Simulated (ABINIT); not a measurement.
# Quasiparticle gap of ZnSe (Stilleite) in ABINIT, part 2 of 3

Aim: the G0W0 gap of ZnSe (Stilleite) on PBE, step by step.

ABINIT 10.8.3; PBE and many-body steps on it, plane waves. Known limits of the many-body steps: not at the basis limit; no spin-orbit coupling; coarse k mesh.

So far. Step 2 (Ground state): The gap is direct, at Γ.

## Step 3: Bands along the symmetry lines

Level of this step: DFT, PBE, plane waves, norm-conserving pseudopotentials (ABINIT).

Levels along a band path, at the cheap level, show where the edges lie and whether the meshes to come will hold them.

File run.abi:

```
acell 3*1.0 Angstrom
rprim 
  -0.000000000000 2.833800000000 2.833800000000
  2.833800000000 -0.000000000000 2.833800000000
  2.833800000000 2.833800000000 0.000000000000
ntypat 2
znucl 30 34
natom 2
typat 1 2
xred 
  0.000000000000 0.000000000000 0.000000000000
  0.250000000000 0.250000000000 0.250000000000
pp_dirpath "pseudos"
pseudos "Zn.upf, Se.upf"
ecut 48
iscf -2
irdden 1
kptopt 0
nkpt 50
kpt 
  0.00000000 0.00000000 0.00000000
  -0.06250000 -0.06250000 0.00000000
  -0.12500000 -0.12500000 0.00000000
  -0.18750000 -0.18750000 0.00000000
  -0.25000000 -0.25000000 0.00000000
  -0.31250000 -0.31250000 0.00000000
  -0.37500000 -0.37500000 0.00000000
  -0.43750000 -0.43750000 0.00000000
  -0.50000000 -0.50000000 0.00000000
  -0.48437500 -0.48437500 0.03125000
  -0.46875000 -0.46875000 0.06250000
  -0.45312500 -0.45312500 0.09375000
  -0.43750000 -0.43750000 0.12500000
  -0.42187500 -0.42187500 0.15625000
  -0.40625000 -0.40625000 0.18750000
  -0.39062500 -0.39062500 0.21875000
  -0.37500000 -0.37500000 0.25000000
  -0.37500000 0.00000000 0.37500000
  -0.32812500 0.00000000 0.32812500
  -0.28125000 0.00000000 0.28125000
  -0.23437500 0.00000000 0.23437500
  -0.18750000 0.00000000 0.18750000
  -0.14062500 0.00000000 0.14062500
  -0.09375000 0.00000000 0.09375000
  -0.04687500 0.00000000 0.04687500
  0.00000000 0.00000000 0.00000000
  0.00000000 0.00000000 0.06250000
  0.00000000 0.00000000 0.12500000
  0.00000000 0.00000000 0.18750000
  0.00000000 0.00000000 0.25000000
  0.00000000 0.00000000 0.31250000
  0.00000000 0.00000000 0.37500000
  0.00000000 0.00000000 0.43750000
  0.00000000 0.00000000 0.50000000
  -0.06250000 -0.03125000 0.46875000
  -0.12500000 -0.06250000 0.43750000
  -0.18750000 -0.09375000 0.40625000
  -0.25000000 -0.12500000 0.37500000
  -0.31250000 -0.15625000 0.34375000
  -0.37500000 -0.18750000 0.31250000
  -0.43750000 -0.21875000 0.28125000
  -0.50000000 -0.25000000 0.25000000
  -0.50000000 -0.28125000 0.21875000
  -0.50000000 -0.31250000 0.18750000
  -0.50000000 -0.34375000 0.15625000
  -0.50000000 -0.37500000 0.12500000
  -0.50000000 -0.40625000 0.09375000
  -0.50000000 -0.43750000 0.06250000
  -0.50000000 -0.46875000 0.03125000
  -0.50000000 -0.50000000 0.00000000
istwfk *1
nband 29
nbdbuf 2
tolwfr 1e-08
nstep 40
prtwf 0
prtvol 0
indata_prefix "in"
outdata_prefix "out"
tmpdata_prefix "tmp"
```

Command:

```bash
> OMP_NUM_THREADS=1 mpirun -n 4 abinit run.abi > log
```

Numbers of over 12 decimals in the logs are rounded to 6 here.

Output:

```text
.Version 10.8.3 of ABINIT. v10.8.2 released Aug 2026.

 Symmetries : space group F-4 3 m (#216); Bravais cF (face-center cubic)
[... echo of the input left out ...]
== DATASET  1 ==================================================================
-   mpi_nproc: 4, omp_nthreads: 1 (-1 if OMP is not activated)

--- !DatasetInfo
iteration_state: {dtset: 1, }
dimensions: {natom: 2, nkpt: 50, mband: 29, nsppol: 1, nspinor: 1, nspden: 1, mpw: 4917, }
cutoff_energies: {ecut:  48.0, pawecutdg:  -1.0, }
electrons: {nelect:   4.40000000E+01, charge:   0.00000000E+00, occopt:   1.00000000E+00, tsmear:   1.00000000E-02, }

 Real(R)+Recip(G) space primitive vectors, cartesian coordinates (Bohr,Bohr^-1):
 R(1)=  0.0000000  5.3551059  5.3551059  G(1)= -0.0933688  0.0933688  0.0933688
 R(2)=  5.3551059  0.0000000  5.3551059  G(2)=  0.0933688 -0.0933688  0.0933688
 R(3)=  5.3551059  5.3551059  0.0000000  G(3)=  0.0933688  0.0933688 -0.0933688
 Unit cell volume ucvol=  3.0713845E+02 bohr^3
 Angles (23,13,12)=  6.00000000E+01  6.00000000E+01  6.00000000E+01 degrees

 getcut: wavevector=  0.0000  0.0000  0.0000  ngfft=  48  48  48
         ecut(hartree)=     48.000   => boxcut(ratio)=   2.03223

--- Pseudopotential description ------------------------------------------------
- Zn Generated using ONCVPSP code by D. R. Hamann
- 30.00000  20.00000  171031                  znucl, zion, pspdat
12 -101130 2 -1 1326                          pspcod,pspxc,lmax,lloc,mmax
     nproj     2     2     2
  pspatm : epsatm=   26.68164218
         --- l  ekb(1:nproj) -->
             0    2.827643   -1.532764
             1   -4.632527   -1.324876
             2   -6.943520   -2.557073
 pspatm: atomic psp has been read  and splines computed

- Se Generated using ONCVPSP code by D. R. Hamann
- 34.00000  24.00000  171031                  znucl, zion, pspdat
12 -101130 2 -1 1214                          pspcod,pspxc,lmax,lloc,mmax
     nproj     2     2     2
  pspatm : epsatm=   25.39064422
         --- l  ekb(1:nproj) -->
[...]
pspatm: atomic psp has been read  and splines computed

--------------------------------------------------------------------------------

================================================================================
 prteigrs : about to open file out_EIG
 Non-SCF case, kpt    1 (  0.00000  0.00000  0.00000), residuals and eigenvalues=
  3.39E-09  2.86E-09  5.98E-09  5.32E-09  7.61E-09  3.02E-09  4.24E-09  7.82E-09
  2.18E-09  3.21E-09  4.14E-09  1.76E-09  4.90E-09  2.39E-09  2.84E-09  9.89E-09
  4.17E-09  7.25E-09  9.91E-09  5.96E-09  3.30E-09  6.12E-09  1.70E-09  3.63E-09
  1.78E-09  6.17E-09  1.29E-09  5.03E-06  2.90E-05
 -7.4629E+00 -5.2385E+00 -5.2385E+00 -5.2385E+00 -4.4496E+00 -2.7650E+00
 -2.7650E+00 -2.7650E+00 -1.5698E+00 -1.5698E+00 -1.5698E+00 -1.5696E+00
 -1.5696E+00 -3.3425E-01 -8.7379E-02 -8.7379E-02 -8.7379E-02 -7.3851E-02
[...]
6.94E-09  5.44E-09  8.45E-09  2.26E-07  1.45E-06
[...]
Non-SCF case, kpt    3 ( -0.12500 -0.12500  0.00000), residuals and eigenvalues=
[...]
Non-SCF case, kpt   49 ( -0.50000 -0.46875  0.03125), residuals and eigenvalues=
[...]
Non-SCF case, kpt   50 ( -0.50000 -0.50000  0.00000), residuals and eigenvalues=
[...]
-1.5696E+00 -2.9542E-01 -8.6236E-02 -7.8086E-02 -7.8086E-02 -7.2078E-02
 -6.7227E-02 -2.1500E-02  7.2844E-02  7.2844E-02  2.6295E-01  2.8045E-01
[...]
--- !ResultsGS
iteration_state: {dtset: 1, }
comment   : Summary of ground state results
lattice_vectors:
- [ -0.0000000,   5.3551059,   5.3551059, ]
- [  5.3551059,  -0.0000000,   5.3551059, ]
- [  5.3551059,   5.3551059,   0.0000000, ]
lattice_lengths: [   7.57326,    7.57326,    7.57326, ]
lattice_angles: [ 60.000,  60.000,  60.000, ] # degrees, (23, 13, 12)
lattice_volume:   3.0713845E+02
convergence: {deltae:  0.000E+00, res2:  0.000E+00, residm:  9.978E-09, diffor:  0.000E+00, }
etotal    :  -5.47356177E+02
entropy   :   0.00000000E+00
fermie    :   1.53041323E-01
cartesian_stress_tensor: null
pressure_GPa: null
xred      :
- [  0.0000E+00,   0.0000E+00,   0.0000E+00, Zn]
- [  2.5000E-01,   2.5000E-01,   2.5000E-01, Se]
cartesian_forces: null
force_length_stats: {min: null, max: null, mean: null, }

 Integrated electronic density in atomic spheres:
 ------------------------------------------------
 Atom  Sphere_radius  Integrated_density
[...]
================================================================================

 ----iterations are completed or convergence reached----

 Mean square residual over all n,k,spin=   48.025E-10; max=  99.776E-10
 reduced coordinates (array xred) for    2 atoms
       0.000000000000      0.000000000000      0.000000000000
       0.250000000000      0.250000000000      0.250000000000

 cartesian coordinates (angstrom) at end:
    1      0.000000     0.000000     0.000000
    2      1.416900     1.416900     1.416900
 length scales=  1.889726125908  1.889726125908  1.889726125908 bohr
              =  1.000000000000  1.000000000000  1.000000000000 angstroms
 prteigrs : about to open file out_EIG
 Eigenvalues (hartree) for nkpt=  50  k points:
 kpt#   1, nband= 29, wtk=  1.00000, kpt=  0.0000  0.0000  0.0000 (reduced coord)
[...]
kpt#   2, nband= 29, wtk=  1.00000, kpt= -0.0625 -0.0625  0.0000 (reduced coord)
[...]
kpt#   3, nband= 29, wtk=  1.00000, kpt= -0.1250 -0.1250  0.0000 (reduced coord)
[...]
kpt#  49, nband= 29, wtk=  1.00000, kpt= -0.5000 -0.4687  0.0313 (reduced coord)
[...]
0.54216    0.55971    0.56900    0.66542    0.68318
 kpt#  50, nband= 29, wtk=  1.00000, kpt= -0.5000 -0.5000  0.0000 (reduced coord)
[...]
-1.56977   -1.56975   -1.56975   -1.56961   -1.56960   -0.29542   -0.08624   -0.07809
  -0.07809   -0.07208   -0.06723   -0.02150    0.07284    0.07284    0.26295    0.28045
   0.54749    0.56671    0.56671    0.66715    0.68505

== END DATASET(S) ==============================================================
================================================================================

 -outvars: echo values of variables after computation  --------
            nband          29
             nkpt          50
          spgroup         216
 [... the other variables as echoed above ...]

 Calculation completed.
```

Run time: 22 s. Hardware: 4 MPI ranks of Arm Neoverse V2, shared host; peak memory 0.38 GiB; 87 s of CPU time.

Numbers from this step:

```
gap                        : 1.288 eV
k of the valence top       : 0, 0, 0
k of the conduction bottom : 0, 0, 0
least direct gap           : 1.288 eV
```

The gap is 1.288 eV, as in the run before at this level.

The electronic bands at the labelled points (eV, zero at the top of the highest filled band):

```
    point  band 19  band 20  band 21  band 22  band 23  band 24  band 25  band 26
        Γ    -6.17     0.00     0.00     0.00     1.29     5.81     5.81     5.81
  halfway    -6.15    -2.88    -1.25    -1.25     3.93     4.03     8.04     8.04
        X    -5.99    -4.75    -2.18    -2.18     2.99     3.47    10.73    11.26
  halfway    -5.96    -4.74    -2.56    -2.08     3.26     4.06     9.97    10.51
        U    -5.91    -4.71    -3.08    -1.79     3.59     5.60     9.05     9.28
jump to K    -5.91    -4.71    -3.08    -1.79     3.59     5.60     9.05     9.28
  halfway    -6.15    -3.33    -1.74    -0.49     3.79     5.97     6.67     6.69
        Γ    -6.17     0.00     0.00     0.00     1.29     5.81     5.81     5.81
  halfway    -6.17    -3.04    -0.48    -0.48     2.75     6.45     6.45     6.57
        L    -6.01    -5.22    -0.87    -0.87     2.55     6.39     6.39     8.57
  halfway    -5.96    -4.89    -2.41    -1.46     4.23     5.55     7.42     8.68
        W    -5.87    -4.68    -2.76    -2.66     5.49     5.56     6.97     7.72
  halfway    -5.93    -4.72    -2.48    -2.43     3.88     4.29     9.22     9.31
        X    -5.99    -4.75    -2.18    -2.18     2.99     3.47    10.73    11.26
```

## Step 4: Empty states on the mesh, 4×4×4 mesh, 70 bands

The sums over transitions need many empty states on a uniform mesh; this step solves for them.

File run.abi:

```
acell 3*1.0 Angstrom
rprim 
  -0.000000000000 2.833800000000 2.833800000000
  2.833800000000 -0.000000000000 2.833800000000
  2.833800000000 2.833800000000 0.000000000000
ntypat 2
znucl 30 34
natom 2
typat 1 2
xred 
  0.000000000000 0.000000000000 0.000000000000
  0.250000000000 0.250000000000 0.250000000000
pp_dirpath "pseudos"
pseudos "Zn.upf, Se.upf"
ecut 48
ngkpt 4 4 4
nshiftk 1
shiftk 0 0 0
kptopt 1
chksymbreak 0
iscf -2
irdden 1
istwfk *1
nband 70
nbdbuf 6
tolwfr 1e-09
nstep 60
prtvol 0
indata_prefix "in"
outdata_prefix "out"
tmpdata_prefix "tmp"
```

Output:

```text
.Version 10.8.3 of ABINIT. v10.8.2 released Aug 2026.

 Symmetries : space group F-4 3 m (#216); Bravais cF (face-center cubic)
[... echo of the input left out ...]
== DATASET  1 ==================================================================
-   mpi_nproc: 4, omp_nthreads: 1 (-1 if OMP is not activated)

--- !DatasetInfo
iteration_state: {dtset: 1, }
dimensions: {natom: 2, nkpt: 8, mband: 70, nsppol: 1, nspinor: 1, nspden: 1, mpw: 4910, }
cutoff_energies: {ecut:  48.0, pawecutdg:  -1.0, }
electrons: {nelect:   4.40000000E+01, charge:   0.00000000E+00, occopt:   1.00000000E+00, tsmear:   1.00000000E-02, }

 Real(R)+Recip(G) space primitive vectors, cartesian coordinates (Bohr,Bohr^-1):
 R(1)=  0.0000000  5.3551059  5.3551059  G(1)= -0.0933688  0.0933688  0.0933688
 R(2)=  5.3551059  0.0000000  5.3551059  G(2)=  0.0933688 -0.0933688  0.0933688
 R(3)=  5.3551059  5.3551059  0.0000000  G(3)=  0.0933688  0.0933688 -0.0933688
 Unit cell volume ucvol=  3.0713845E+02 bohr^3
 Angles (23,13,12)=  6.00000000E+01  6.00000000E+01  6.00000000E+01 degrees

 getcut: wavevector=  0.0000  0.0000  0.0000  ngfft=  48  48  48
         ecut(hartree)=     48.000   => boxcut(ratio)=   2.03223

--- Pseudopotential description ------------------------------------------------
- Zn Generated using ONCVPSP code by D. R. Hamann
- 30.00000  20.00000  171031                  znucl, zion, pspdat
12 -101130 2 -1 1326                          pspcod,pspxc,lmax,lloc,mmax
     nproj     2     2     2
  pspatm : epsatm=   26.68164218
         --- l  ekb(1:nproj) -->
             0    2.827643   -1.532764
             1   -4.632527   -1.324876
             2   -6.943520   -2.557073
 pspatm: atomic psp has been read  and splines computed

- Se Generated using ONCVPSP code by D. R. Hamann
- 34.00000  24.00000  171031                  znucl, zion, pspdat
12 -101130 2 -1 1214                          pspcod,pspxc,lmax,lloc,mmax
     nproj     2     2     2
  pspatm : epsatm=   25.39064422
         --- l  ekb(1:nproj) -->
[...]
pspatm: atomic psp has been read  and splines computed

--------------------------------------------------------------------------------

================================================================================
 prteigrs : about to open file out_EIG
 Non-SCF case, kpt    1 (  0.00000  0.00000  0.00000), residuals and eigenvalues=
  9.23E-10  1.21E-10  1.37E-10  2.02E-10  3.35E-10  6.01E-10  4.09E-10  2.74E-10
  1.17E-10  3.36E-10  3.50E-10  1.77E-10  2.36E-10  1.58E-10  4.36E-10  9.01E-10
  4.52E-10  4.60E-10  7.99E-10  3.44E-10  3.96E-10  7.11E-10  4.77E-10  1.50E-10
[...]
5.90E-10  6.75E-10  2.95E-09  3.44E-08  2.10E-08  2.05E-04
 -7.4629E+00 -5.2385E+00 -5.2385E+00 -5.2385E+00 -4.4496E+00 -2.7650E+00
 -2.7650E+00 -2.7650E+00 -1.5698E+00 -1.5698E+00 -1.5698E+00 -1.5696E+00
[...]
1.7835E+00  1.7835E+00  1.7835E+00  1.7839E+00  1.7839E+00  1.7839E+00
  1.8413E+00  1.8413E+00  1.8868E+00  2.0088E+00
 prteigrs : prtvol=0 or 1, do not print more k-points.

--- !ResultsGS
iteration_state: {dtset: 1, }
comment   : Summary of ground state results
lattice_vectors:
- [ -0.0000000,   5.3551059,   5.3551059, ]
- [  5.3551059,  -0.0000000,   5.3551059, ]
- [  5.3551059,   5.3551059,   0.0000000, ]
lattice_lengths: [   7.57326,    7.57326,    7.57326, ]
lattice_angles: [ 60.000,  60.000,  60.000, ] # degrees, (23, 13, 12)
lattice_volume:   3.0713845E+02
convergence: {deltae:  0.000E+00, res2:  0.000E+00, residm:  9.932E-10, diffor:  0.000E+00, }
etotal    :  -5.47356177E+02
entropy   :   0.00000000E+00
fermie    :   1.53041323E-01
cartesian_stress_tensor: null
pressure_GPa: null
xred      :
- [  0.0000E+00,   0.0000E+00,   0.0000E+00, Zn]
- [  2.5000E-01,   2.5000E-01,   2.5000E-01, Se]
cartesian_forces: null
force_length_stats: {min: null, max: null, mean: null, }

 Integrated electronic density in atomic spheres:
 ------------------------------------------------
 Atom  Sphere_radius  Integrated_density
[...]
================================================================================

 ----iterations are completed or convergence reached----

 Mean square residual over all n,k,spin=   41.048E-11; max=  99.317E-11
 reduced coordinates (array xred) for    2 atoms
       0.000000000000      0.000000000000      0.000000000000
       0.250000000000      0.250000000000      0.250000000000

 cartesian coordinates (angstrom) at end:
    1      0.000000     0.000000     0.000000
    2      1.416900     1.416900     1.416900
 length scales=  1.889726125908  1.889726125908  1.889726125908 bohr
              =  1.000000000000  1.000000000000  1.000000000000 angstroms
 prteigrs : about to open file out_EIG
 Eigenvalues (hartree) for nkpt=   8  k points:
 kpt#   1, nband= 70, wtk=  0.01563, kpt=  0.0000  0.0000  0.0000 (reduced coord)
[...]
1.63923    1.63923    1.66143    1.68150    1.68150    1.68150    1.69571    1.69571
   1.69572    1.72681    1.72682    1.72682    1.78351    1.78351    1.78351    1.78389
   1.78389    1.78389    1.84131    1.84131    1.88682    2.00882
 prteigrs : prtvol=0 or 1, do not print more k-points.

== END DATASET(S) ==============================================================
================================================================================

 -outvars: echo values of variables after computation  --------
            nband          70
             nkpt           8
          spgroup         216
 [... the other variables as echoed above ...]

 Calculation completed.
```

Elapsed: 11 s, on 4 MPI ranks; peak memory 0.32 GiB; 45 s of CPU time.

This step gave:

```yaml
gap: 1.288 eV
k_of_the_valence_top: 0, 0, 0
k_of_the_conduction_bottom: 0, 0, 0
least_direct_gap: 1.288 eV
k_points_computed: 8
lowest_point_of_the_top_converged_band_above_the_valence_top: 44.38 eV
```

On this mesh the gap is 1.288 eV.

## Step 5: Screening, 4×4×4 mesh, 64 bands, screening to 106.1 eV

The RPA dielectric matrix is built and inverted for each q.

This step: RPA screening on PBE, plane waves, norm-conserving pseudopotentials.

Changes to run.abi since step 4:

```diff
@@ -20,10 +20,11 @@
 chksymbreak 0
-iscf -2
-irdden 1
 istwfk *1
-nband 70
-nbdbuf 6
-tolwfr 1e-09
-nstep 60
-prtvol 0
+occopt 1
+irdwfk 1
+optdriver 3
+nband 64
+ecuteps 3.9
+inclvkb 2
+awtr 1
+symchi 1
 indata_prefix "in"
```

Output:

```text
.Version 10.8.3 of ABINIT. v10.8.2 released Aug 2026.

 Symmetries : space group F-4 3 m (#216); Bravais cF (face-center cubic)
[... echo of the input left out ...]
== DATASET  1 ==================================================================
-   mpi_nproc: 4, omp_nthreads: 1 (-1 if OMP is not activated)

--- !DatasetInfo
iteration_state: {dtset: 1, }
dimensions: {natom: 2, nkpt: 8, mband: 64, nsppol: 1, nspinor: 1, nspden: 1, mpw: 4910, }
cutoff_energies: {ecut:  48.0, pawecutdg:  -1.0, }
electrons: {nelect:   4.40000000E+01, charge:   0.00000000E+00, occopt:   1.00000000E+00, tsmear:   1.00000000E-02, }

 SCREENING: Calculation of the susceptibility and dielectric matrices

 Based on a program developped by R.W. Godby, V. Olevano, G. Onida, and L. Reining.
 Incorporated in ABINIT by V. Olevano, G.-M. Rignanese, and M. Torrent.
.Using double precision arithmetic ; gwpc =  8

[... cell and pseudopotentials left out ...]
--------------------------------------------------------------------------------

 ==== K-mesh for the wavefunctions ====
 Number of points in the irreducible wedge :     8
[... list of points left out ...]
 Together with 24 symmetry operations and time-reversal symmetry
 yields    64 points in the full Brillouin Zone.

 ==== Q-mesh for the screening function ====
 Number of points in the irreducible wedge :     8
[... list of points left out ...]
 Together with 24 symmetry operations and time-reversal symmetry
 yields    64 points in the full Brillouin Zone.

 setmesh: FFT mesh size selected  =    30x   30x   30
          total number of points  =        27000

 vcoul_init : cutoff-mode = AUXILIARY_FUNCTION
 q-points for optical limit:   1
     1)      0.000010    0.000020    0.000030

- screening: taking advantage of time-reversal symmetry
- Maximum band index for partially occupied states nbvw = 22
- Remaining bands to be divided among processors   nbcw = 42
- Number of bands treated by each node ~10

 Number of electrons calculated from density =   44.0000; Expected =   44.0000
 average of density, n =  0.143258
 r_s =    1.1856
 omega_plasma =   36.5103 [eV]

 calculating chi0 at frequencies [eV] :
  1    0.000000E+00    0.000000E+00
  2    0.000000E+00    3.651025E+01

--------------------------------------------------------------------------------
  q-point number  1        q = ( 0.000000, 0.000000, 0.000000) [r.l.u.]
--------------------------------------------------------------------------------
[... chi0 elements left out ...]
 For q-point:  0.000010 0.000020 0.000030
  dielectric constant =  13.4747
  dielectric constant without local fields =  14.4441

  Average fulfillment of the sum rule on Im[epsilon] for q-point    1 :     23.17  [%]
[... wings left out ...]
  q-point number  2        q = ( 0.250000, 0.000000, 0.000000) [r.l.u.]
--------------------------------------------------------------------------------
[... chi0 elements left out ...]
  Average fulfillment of the sum rule on Im[epsilon] for q-point    2 :     28.86  [%]

 [... 6 further q-points ...]
```

The job ended after 18 s (4 MPI ranks; peak memory 0.86 GiB).

Numbers from this step:

| Quantity | Value |
| --- | --- |
| ε∞ with local fields, on this mesh, along the program's q direction | 13.47 |
| the same without local fields | 14.44 |
| plasma frequency | 36.51 eV |
| plane waves in the screening matrix | 113 |

Local fields lower ε∞ by 7 %. On a Γ-centred mesh this coarse the value itself is usually too large, while a short band sum pulls it down.

[end of part 2 of 3]

[Paths, hosts, dates, memory and timing lines, banners, echoed tables and standing remarks are left out of the program output.]

[Logs are printed without paths, hosts, clocks, repeated set-up lines and the standing remarks that a program may print on its own settings, such as how far it seeks lower states.]

[Runs of the session that timed out or met a known fault of the program may be left out.]

[No measured gap is set beside runs whose start may be inverted or whose files or cutoffs have a known fault.]

[Hosts, paths, dates, database ids (printed as entryN), source tags and the programs' standing remarks are cut or masked in the printed files.]

[G0W0 gaps are taken among the corrected bands and points alone; a level outside them can change the order at an edge.]

[Where Ansatz stands beside ABINIT at settings called matched, ABINIT's density can come from a denser mesh and the files from another edition; pairs whose starting gaps differed by over 0.03 eV were left out, so agreement reads better than it is.]
